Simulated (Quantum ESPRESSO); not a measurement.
# Core-hole calculation of the S K edge in LaS (Fm-3m)

What does one-electron theory with a core hole give for the S K edge of LaS (Fm-3m)?

Calculated with Quantum ESPRESSO 7.5; X-ray absorption near-edge structure, plane-wave PAW PBEsol, one-electron final states by a Lanczos continued fraction, without spin-orbit coupling.

**1. Set-up**

It takes space group Fm-3m (No. 225, cubic). The conventional cell has a = 5.854 Å, b = 5.854 Å, c = 5.854 Å, α = 90.00°, β = 90.00°, γ = 90.00°. Nearest to La lie 6 S at 2.93 Å. S has 6 La at 2.93 Å nearest. Farther neighbours and most contacts between anions are not listed.

**2. The field without a hole**

The ground state comes first: it tells whether the system has a gap, which decides how the excited electron is treated.

scf.in

```
&control
   calculation='scf', prefix='x', pseudo_dir='../pp', outdir='tmp', tprnfor=.true.
/
&system
   ibrav=0, nat=2, ntyp=2, nbnd=13
   ecutwfc=75, ecutrho=560
   occupations='smearing', smearing='mv', degauss=0.015
/
&electrons
   conv_thr=2.0e-08, electron_maxstep=120
   mixing_beta=0.5
/
ATOMIC_SPECIES
La 1.0 La.pbesol-spfn-kjpaw.UPF
S3 1.0 S.pbesol-nl-kjpaw.UPF
CELL_PARAMETERS angstrom
  0.00000000 2.92700000 2.92700000
  2.92700000 0.00000000 2.92700000
  2.92700000 2.92700000 0.00000000
ATOMIC_POSITIONS crystal
La   0.00000000 0.00000000 0.00000000
S3   0.50000000 0.50000000 0.50000000
K_POINTS automatic
8 8 8 0 0 0
```

La.pbesol-spfn-kjpaw.ld1.in

```
&input
   title='La', zed=57., rel=1, iswitch=3, dft='PBESOL',
   config='[Xe] 4f0.0 5d1.0 6s1.5 6p0.5'
/
&inputp
   file_pseudopw='La.pbesol-spfn-kjpaw.UPF', author='',
   lpaw=.true.,
   pseudotype=3,
   lloc=-1,
   rcloc=2.0,
   which_augfun='PSQ',
   rmatch_augfun_nc=.true.,
   nlcc=.true.,
   new_core_ps=.true.,
   rcore=1.1,
   tm=.true.,
   lgipaw_reconstruction=.true., use_paw_as_gipaw=.true.
/
8
5S  1  0  2.00  0.00  1.60  1.70  0.0
6S  2  0  1.50  0.00  1.60  1.70  0.0
5P  2  1  6.00  0.00  1.60  2.00  0.0
6P  3  1  0.50  0.00  1.60  2.00  0.0
5D  3  2  1.00  0.00  1.60  2.00  0.0
5D  3  2 -2.00  2.00  1.60  2.00  0.0
4F  4  3  0.00  0.00  1.00  1.50  0.0
4F  4  3 -2.00  0.20  1.00  1.50  0.0
```

S.pbesol-nl-kjpaw.ld1.in

```
&input
   title='S', zed=16., rel=1, iswitch=3, dft='PBESOL',
   config='[Ne] 3s2 3p4 3d-1'
/
&inputp
   file_pseudopw='S.pbesol-nl-kjpaw.UPF', author='',
   lpaw=.true.,
   pseudotype=3,
   lloc=2,
   which_augfun='PSQ',
   rmatch_augfun_nc=.true.,
   nlcc=.true.,
   new_core_ps=.true.,
   rcore=1.5,
   tm=.true.,
   lgipaw_reconstruction=.true., use_paw_as_gipaw=.true.
/
5
3S  1  0  2.00  0.00  1.50  1.70  0.0
3S  1  0  0.00  6.00  1.50  1.70  0.0
3P  2  1  4.00  0.00  1.50  1.70  0.0
3P  2  1  0.00  3.00  1.50  1.70  0.0
3D  3  2  0.00  1.50  1.60  1.60  0.0
```

Run with:

```sh
> OMP_NUM_THREADS=1 mpirun --oversubscribe --bind-to none -np 4 pw.x -nk 4 -in scf.in > scf.out
```

Log:

```text
     [... banner and references ...]
using ibrav=0 with symmetry is DISCOURAGED, use correct ibrav instead

     G-vector sticks info
     --------------------

     Using Slab Decomposition

     bravais-lattice index     =            0
     lattice parameter (alat)  =       7.8223  a.u.
     unit-cell volume          =     338.4502 (a.u.)^3
     number of atoms/cell      =            2
     number of atomic types    =            2
     number of electrons       =        17.00
     number of Kohn-Sham states=           13
     kinetic-energy cutoff     =      75.0000  Ry
     charge density cutoff     =     560.0000  Ry
     scf convergence threshold =      2.0E-08
     mixing beta               =       0.5000
     number of iterations used =            8  plain     mixing
     Exchange-correlation= SLA  PW   PSX  PSC
                           (   1   4  10   8   0   0   0)

     celldm(1)=   7.822338  celldm(2)=   0.000000  celldm(3)=   0.000000
     celldm(4)=   0.000000  celldm(5)=   0.000000  celldm(6)=   0.000000

     crystal axes: (cart. coord. in units of alat)
               a(1) = (   0.000000   0.707107   0.707107 )
               a(2) = (   0.707107   0.000000   0.707107 )
               a(3) = (   0.707107   0.707107   0.000000 )

     reciprocal axes: (cart. coord. in units 2 pi/alat)
               b(1) = ( -0.707107  0.707107  0.707107 )
               b(2) = (  0.707107 -0.707107  0.707107 )
               b(3) = (  0.707107  0.707107 -0.707107 )

     PseudoPot. #1 for La:     Pseudo is Projector augmented-wave + core cor, Zval = 11.0

     ../pp/S.pbesol-nl-kjpaw.UPF
     Pseudo is Projector augmented-wave + core cor, Zval =  6.0
     Shape of augmentation charge: PSQ
     Using radial grid of 1151 points,  4 beta functions with:
                l(1) =   0
                l(2) =   0
                l(3) =   1
                l(4) =   1
     Q(r) pseudized with 0 coefficients

     atomic species   valence    mass     pseudopotential
     La               11.00     1.00000     La( 1.00)
     S3                6.00     1.00000     S ( 1.00)

     48 Sym. Ops., with inversion, found

   Cartesian axes

     site n.     atom                  positions (alat units)
         1        La     tau(   1) = (   0.0000000   0.0000000   0.0000000  )
         2        S3     tau(   2) = (   0.7071068   0.7071068   0.7071068  )

     number of k points=    29  Marzari-Vanderbilt smearing, width (Ry)=  0.0150
                       cart. coord. in units 2pi/alat
        k(    1) = (   0.0000000   0.0000000   0.0000000), wk =   0.0039062
        k(    2) = (   0.0883883   0.0883883  -0.0883883), wk =   0.0312500
        k(    3) = (   0.1767767   0.1767767  -0.1767767), wk =   0.0312500
        k(    4) = (   0.2651650   0.2651650  -0.2651650), wk =   0.0312500
        k(    5) = (  -0.3535534  -0.3535534   0.3535534), wk =   0.0156250
[...]
k(   27) = (   0.0000000  -0.3535534   0.5303301), wk =   0.0937500
        k(   28) = (  -0.7071068   0.1767767  -0.0000000), wk =   0.0468750
        k(   29) = (  -0.7071068   0.3535534   0.0000000), wk =   0.0234375

     Dense  grid:    75457 G-vectors     FFT dimensions: (  60,  60,  60)

     Smooth grid:    29627 G-vectors     FFT dimensions: (  45,  45,  45)

     Initial potential from superposition of free atoms

     starting charge      16.9727, renormalised to      17.0000
     Starting wfcs are   24 randomized atomic wfcs
     Checking if some PAW data can be deallocated...

     per-process dynamical memory:    66.5 Mb

     Self-consistent Calculation

     iteration #  1     ecut=    75.00 Ry     beta= 0.50
     Davidson diagonalization with overlap
     ethr =  1.00E-02,  avg # of iterations =  2.0

     Threshold (ethr) on eigenvalues was too large:
     Diagonalizing with lowered threshold

     Davidson diagonalization with overlap
[...]
iteration # 10     ecut=    75.00 Ry     beta= 0.50
     Davidson diagonalization with overlap
     ethr =  8.37E-10,  avg # of iterations =  3.1

     total energy              =    -516.96547364 Ry
     estimated scf accuracy    <       0.00000010 Ry

     iteration # 11     ecut=    75.00 Ry     beta= 0.50
     Davidson diagonalization with overlap
     ethr =  5.99E-10,  avg # of iterations =  2.9

     End of self-consistent calculation

          k = 0.0000 0.0000 0.0000 (  3719 PWs)   bands (ev):

   -21.3166  -4.8096  -4.8096  -4.8096  -2.1464   8.4911   8.4911   8.4911
    11.8901  11.8901  11.8901  12.8699  12.8752

          k = 0.0884 0.0884-0.0884 (  3728 PWs)   bands (ev):

   -21.3053  -5.0598  -4.8183  -4.8183  -1.8578   7.9723   8.1801   8.1801
    11.8316  12.1131  12.1132  13.2010  13.3307

          k = 0.1768 0.1768-0.1768 (  3711 PWs)   bands (ev):

   -21.2779  -5.5340  -4.8389  -4.8389  -1.2837   7.0121   7.6011   7.6011
    11.9743  12.6568  12.6568  13.5185  13.5188

          k = 0.2652 0.2652-0.2652 (  3717 PWs)   bands (ev):

   -21.2503  -5.9114  -4.8593  -4.8593  -0.7928   6.2419   7.1535   7.1535
    12.4774  13.1331  13.1332  13.6082  13.6090

          k =-0.3536-0.3536 0.3536 (  3708 PWs)   bands (ev):

   -21.2388  -6.0503  -4.8676  -4.8676  -0.6013   5.9518   6.9919   6.9919
    12.8625  13.2685  13.2686  13.6289  13.6290

          k = 0.1768 0.0000 0.0000 (  3707 PWs)   bands (ev):

[...]
k = 0.2652 0.0884-0.0884 (  3707 PWs)   bands (ev):

[...]
k = 0.3536 0.1768-0.1768 (  3711 PWs)   bands (ev):

[...]
k =-0.2652-0.4419 0.4419 (  3713 PWs)   bands (ev):

[...]
k =-0.1768-0.3536 0.3536 (  3717 PWs)   bands (ev):

[...]
k =-0.0884-0.2652 0.2652 (  3714 PWs)   bands (ev):

[...]
k = 0.0000-0.1768 0.1768 (  3705 PWs)   bands (ev):

[...]
k = 0.3536 0.0000 0.0000 (  3727 PWs)   bands (ev):

[...]
k = 0.4419 0.0884-0.0884 (  3707 PWs)   bands (ev):

[...]
k =-0.1768-0.5303 0.5303 (  3707 PWs)   bands (ev):

[...]
k = 0.0000-0.3536 0.3536 (  3709 PWs)   bands (ev):

[...]
k = 0.5303-0.0000 0.0000 (  3703 PWs)   bands (ev):

[...]
k = 0.0000-0.5303 0.5303 (  3727 PWs)   bands (ev):

[...]
k =-0.7071 0.0000 0.0000 (  3692 PWs)   bands (ev):

[...]
k = 0.3536 0.1768 0.0000 (  3711 PWs)   bands (ev):

[...]
k =-0.1768-0.3536 0.5303 (  3702 PWs)   bands (ev):

[...]
k =-0.1768-0.5303 0.7071 (  3709 PWs)   bands (ev):

[...]
k =-0.0884-0.4419 0.6187 (  3716 PWs)   bands (ev):

[...]
k = 0.0000-0.3536 0.5303 (  3718 PWs)   bands (ev):

   -21.2220  -5.6287  -5.2578  -5.0104  -1.2466   6.7839   7.4777   7.9529
    12.2814  12.5363  13.3919  13.4769  13.6046

          k =-0.7071 0.1768-0.0000 (  3714 PWs)   bands (ev):

   -21.2153  -5.4560  -5.2101  -5.1547  -1.7421   7.6667   8.0222   8.1667
    10.6339  13.2466  13.4826  13.5743  13.5795

          k =-0.7071 0.3536 0.0000 (  3704 PWs)   bands (ev):

   -21.2149  -5.3172  -5.3083  -5.3083  -1.4571   7.0105   7.9865   7.9865
    12.1798  12.1798  13.5288  13.5288  13.5887

     the Fermi energy is    11.6854 ev

!    total energy              =    -516.96547366 Ry
     total all-electron energy =    -17777.861897 Ry
     estimated scf accuracy    <          4.2E-09 Ry
     smearing contrib. (-TS)   =      -0.00010584 Ry
     internal energy E=F+TS    =    -516.96536781 Ry

     The total energy is F=E-TS. E is the sum of the following terms:
     one-electron contribution =       2.55879284 Ry
     hartree contribution      =       8.62829898 Ry
     xc contribution           =     -77.48167897 Ry
     ewald contribution        =     -78.07199678 Ry
     one-center paw contrib.   =    -372.59878388 Ry

     convergence has been achieved in  11 iterations

     Forces acting on atoms (cartesian axes, Ry/au):

     atom    1 type  1   force =    -0.00000000   -0.00000000    0.00000000
     atom    2 type  2   force =     0.00000000    0.00000000   -0.00000000

     Total force =     0.000000     Total SCF correction =     0.000000

     XML data file, charge density, pseudopotentials, collected wavefunctions

=------------------------------------------------------------------------------=
   JOB DONE.
=------------------------------------------------------------------------------=
```

It took 27 s on 4 MPI ranks of Intel Xeon Platinum 8124M at 3.00GHz (Skylake/Cascade Lake), shared host; peak memory 0.27 GiB; 1.8 min of CPU time.

Absorbing atoms carry a label of their own (element plus a letter or digit), as the spectrum program needs them as separate species.

The mesh shows no gap, so the system is treated as a metal and the core electron is put at the Fermi level (neutral cell).

**3. Spectrum without a core hole, S atom 2**

Without a hole the spectrum is the empty density of states of the right symmetry on the absorber, weighted by matrix elements. It needs only the small cell and serves as the baseline.

The absorber has 6 La at 2.93 Å (octahedral, site symmetry m-3m).

xspectra.in

```
&input_xspectra
   calculation='xanes_dipole', edge='K'
   prefix='x', outdir='tmp', xiabs=2, xe0=11.6854
   xonly_plot=.false., x_save_file='xanes.sav'
   xniter=3000, xcheck_conv=20, xerror=0.005
   xcoordcrys=.false., xepsilon(1)=1, xepsilon(2)=0, xepsilon(3)=0
/
&plot
   xnepoint=413, xemin=-10, xemax=45, terminator=.true., cut_occ_states=.true.
   xgamma=0.4
/
&pseudos
   filecore='../S.wfc'
/
&cut_occ
   cut_desmooth=0.1, cut_stepl=0.05, cut_stepu=0.05, cut_ierror=1e-5
/
9 9 9 0 0 0
```

Run with:

```sh
> OMP_NUM_THREADS=1 mpirun --oversubscribe --bind-to none -np 4 xspectra.x -nk 4 -in xspectra.in > xspectra.out
```

Log:

```text
     [... banner and references ...]
Reading input_file

     calculation: xanes_dipole

     xepsilon  [cartesian coordinates]:   1.000000   0.000000   0.000000

     xonly_plot: FALSE
        => complete calculation: Lanczos + spectrum plot

     filecore (core-wavefunction file): ../S.wfc

     main plot parameters:
        cut_occ_states: TRUE
        gamma_mode:  constant
        -> using xgamma [eV]:  0.40
        xemin [eV]: -10.00
        xemax [eV]:  45.00
        xnepoint:  413
        xe0 [eV]:  11.685400 (energy zero read in input file)

[...]
Results of STEP 1 successfully written in x_save_file
     x_save_file name:
     ->  xanes.sav
     x_save_file version:  2

     ... End STEP 1 ...

     ... Begin STEP 2 ...

     The spectrum is calculated using the following parameters:
        xe0 [eV]:   11.6854
        the occupied states are elimintate from the spectrum
        xemin [eV]: -10.00
        xemax [eV]:  45.00
        xnepoint:  413
        constant broadening parameter [eV]:    0.400
        Core level energy [eV]:  -2472.
         (from electron binding energy of neutral atoms in X-ray data booklet)

     Cross-section successfully written in xanes.dat

     ... End STEP 2 ...

                                END JOB XSpectra
```

The job ended after 2.7 min (4 MPI ranks; peak memory 0.25 GiB).

The S K spectrum, S atom 2, no core hole (energy from the energy zero of the input (xe0, at the border of filled and empty states); intensity scaled to a mean of 1 over the first 20 eV; the points at xe0, where the cut of filled states can leave a spike, are interpolated):

```tsv
E (eV)	intensity
-2.0	0.05
-1.5	0.06
-1.0	0.09
-0.5	0.13
0.0	0.27
0.5	0.42
1.0	0.46
1.5	0.56
2.0	0.75
2.5	1.28
3.0	1.74
3.5	1.72
4.0	1.51
4.5	1.33
5.0	1.14
5.5	1.10
6.0	1.17
6.5	1.68
7.0	1.58
7.5	1.67
8.0	1.56
8.5	1.24
9.0	1.07
9.5	0.99
10.0	0.89
10.5	0.72
11.0	0.62
11.5	0.75
12.0	0.96
12.5	0.90
13.0	0.86
13.5	0.85
14.0	0.91
14.5	0.71
15.0	0.68
15.5	0.96
16.0	0.94
16.5	0.88
17.0	0.85
17.5	0.84
18.0	0.85
18.5	0.82
19.0	0.74
19.5	0.77
20.0	0.75
20.5	0.85
21.0	0.96
21.5	0.84
22.0	0.80
22.5	0.81
23.0	0.99
23.5	1.13
24.0	1.21
24.5	1.45
25.0	1.44
25.5	1.67
26.0	1.72
26.5	1.62
27.0	1.41
27.5	0.98
28.0	0.87
28.5	0.96
29.0	1.04
29.5	0.97
30.0	0.84
30.5	0.80
31.0	0.87
31.5	0.86
32.0	0.83
```

Main maxima below 24 eV (height): 3.2 eV (1.76), 6.7 eV (1.76), 7.6 eV (1.68), 12.0 eV (0.96), 15.6 eV (0.99) and 21.0 eV (0.97). A K edge sees empty p states on the absorber.

**4. Another broadening**

The final state's lifetime shortens with energy, so measured features broaden above the edge; the saved Lanczos coefficients are redrawn with a width that grows.

xspectra_plot.in

```
&input_xspectra
   calculation='xanes_dipole', edge='K'
   prefix='x', outdir='tmp', xiabs=2, xe0=11.6854
   xonly_plot=.true., x_save_file='xanes.sav'
   xniter=3000, xcheck_conv=20, xerror=0.005
   xcoordcrys=.false., xepsilon(1)=1, xepsilon(2)=0, xepsilon(3)=0
/
&plot
   xnepoint=413, xemin=-10, xemax=45, terminator=.true., cut_occ_states=.true.
   gamma_mode='variable', gamma_energy(1)=4, gamma_energy(2)=25, gamma_value(1)=0.3, gamma_value(2)=2.5
/
&pseudos
   filecore='../S.wfc'
/
&cut_occ
   cut_desmooth=0.1, cut_stepl=0.05, cut_stepu=0.05, cut_ierror=1e-5
/
9 9 9 0 0 0
```

Run with:

```sh
> OMP_NUM_THREADS=1 xspectra.x -in xspectra_plot.in > xspectra_plot.out
```

Log:

```text
     [... banner and references ...]
Reading input_file
     -------------------------------------------------------------------------

     calculation: xanes_dipole

     xonly_plot: TRUE
        => only the spectrum plot

     main plot parameters:
        cut_occ_states: TRUE
        gamma_mode:  variable
        -> first, constant up to point ( 4.00, 0.30) [eV]
        -> then, linear up to point (25.00, 2.50) [eV]
        -> finally, constant up to xemax
        xemin [eV]: -10.00
        xemax [eV]:  45.00
        xnepoint:  413
[...]
xemin [eV]: -10.00
        xemax [eV]:  45.00
        xnepoint:  413
        energy-dependent broadening parameter:
         -> first, constant up to point ( 4.00, 0.30) [eV]
         -> then, linear up to point (25.00, 2.50) [eV]
         -> finally, constant up to xemax
        Core level energy [eV]:  -2472.
         (from electron binding energy of neutral atoms in X-ray data booklet)

     Cross-section successfully written in xanes.dat

     -------------------------------------------------------------------------
                                END JOB XSpectra
     -------------------------------------------------------------------------
[key lines of the parts left out:]
Fermi level [eV]:  12.0014
```

Wall time 9.6 s (1 MPI rank); peak memory 0.09 GiB.

With a Lorentzian half width 0.3 eV up to 4 eV, rising linearly to 2.5 eV at 25 eV, the maxima are 2.9 eV (1.86) and 6.7 eV (1.58).

**5. Supercell without a hole, the energy reference**

The photon energy needs a difference of total energies, so the cell and mesh of the coming hole run are first run without a hole.

scf.in

```
&control
   calculation='scf', prefix='x', pseudo_dir='../pp', outdir='tmp', tprnfor=.true.
/
&system
   ibrav=0, nat=8, ntyp=2, nbnd=42
   ecutwfc=75, ecutrho=560
   occupations='smearing', smearing='mv', degauss=0.015
/
&electrons
   conv_thr=8.0e-08, electron_maxstep=120
   mixing_beta=0.5
/
ATOMIC_SPECIES
La 1.0 La.pbesol-spfn-kjpaw.UPF
S 1.0 S.pbesol-nl-kjpaw.UPF
CELL_PARAMETERS angstrom
  0.00000000 0.00000000 5.85400000
  5.85400000 0.00000000 0.00000000
  0.00000000 5.85400000 0.00000000
ATOMIC_POSITIONS crystal
La   0.00000000 0.00000000 0.00000000
La   0.00000000 0.50000000 0.50000000
La   0.50000000 0.50000000 0.00000000
La   0.50000000 0.00000000 0.50000000
S    0.50000000 0.50000000 0.50000000
S    0.50000000 0.00000000 0.00000000
S    0.00000000 0.00000000 0.50000000
S    0.00000000 0.50000000 0.00000000
K_POINTS automatic
5 5 5 0 0 0
```

Run with:

```sh
> OMP_NUM_THREADS=1 mpirun --oversubscribe --bind-to none -np 4 pw.x -nk 4 -in scf.in > scf.out
```

Log:

```text
     [... banner and references ...]
[banner, memory and clock lines left out]
Found identity + (  0.0000 -0.5000 -0.5000) symmetry
     This is a supercell, fractional translations are disabled
     using ibrav=0 with symmetry is DISCOURAGED, use correct ibrav instead

     G-vector sticks info

     bravais-lattice index     =            0
     lattice parameter (alat)  =      11.0625  a.u.
     unit-cell volume          =    1353.8008 (a.u.)^3
[...]
atom    1 type  1   force =     0.00000000    0.00000000    0.00000000
     atom    2 type  1   force =     0.00000000    0.00000000    0.00000000
     atom    3 type  1   force =     0.00000000    0.00000000    0.00000000
[...]
atom    7 type  2   force =     0.00000000    0.00000000    0.00000000
     atom    8 type  2   force =     0.00000000    0.00000000    0.00000000

     Total force =     0.000000     Total SCF correction =     0.000000

     XML data file, charge density, pseudopotentials, collected wavefunctions
[key lines of the parts left out:]
!    total energy              =   -2067.85814553 Ry
the Fermi energy is    11.7690 ev
convergence has been achieved in  12 iterations
```

The job ended after 2.3 min (4 MPI ranks; peak memory 0.92 GiB; 9.3 min of CPU time).

Reference energy: -967520.482 eV with the cores included.

[end of part 1 of 3]

[Banner, clock and machine lines of the logs are left out without a mark of their own.]

[Logs are printed without paths, hosts, clocks, repeated set-up lines and the standing remarks that a program may print on its own settings, such as how far it seeks lower states.]

[Hosts, paths, dates, database ids (printed as entryN), source tags and the programs' standing remarks are cut or masked in the printed files.]

[Lists of maxima count a maximum above −3 eV only where it reaches 4 % of the highest in the window and stands out from its surroundings by 2 % of it (1.5 % where it reaches 55 %); shoulders and weaker maxima are passed over, and of the rest the first, up to two pre-edge ones and the few strongest are named.]
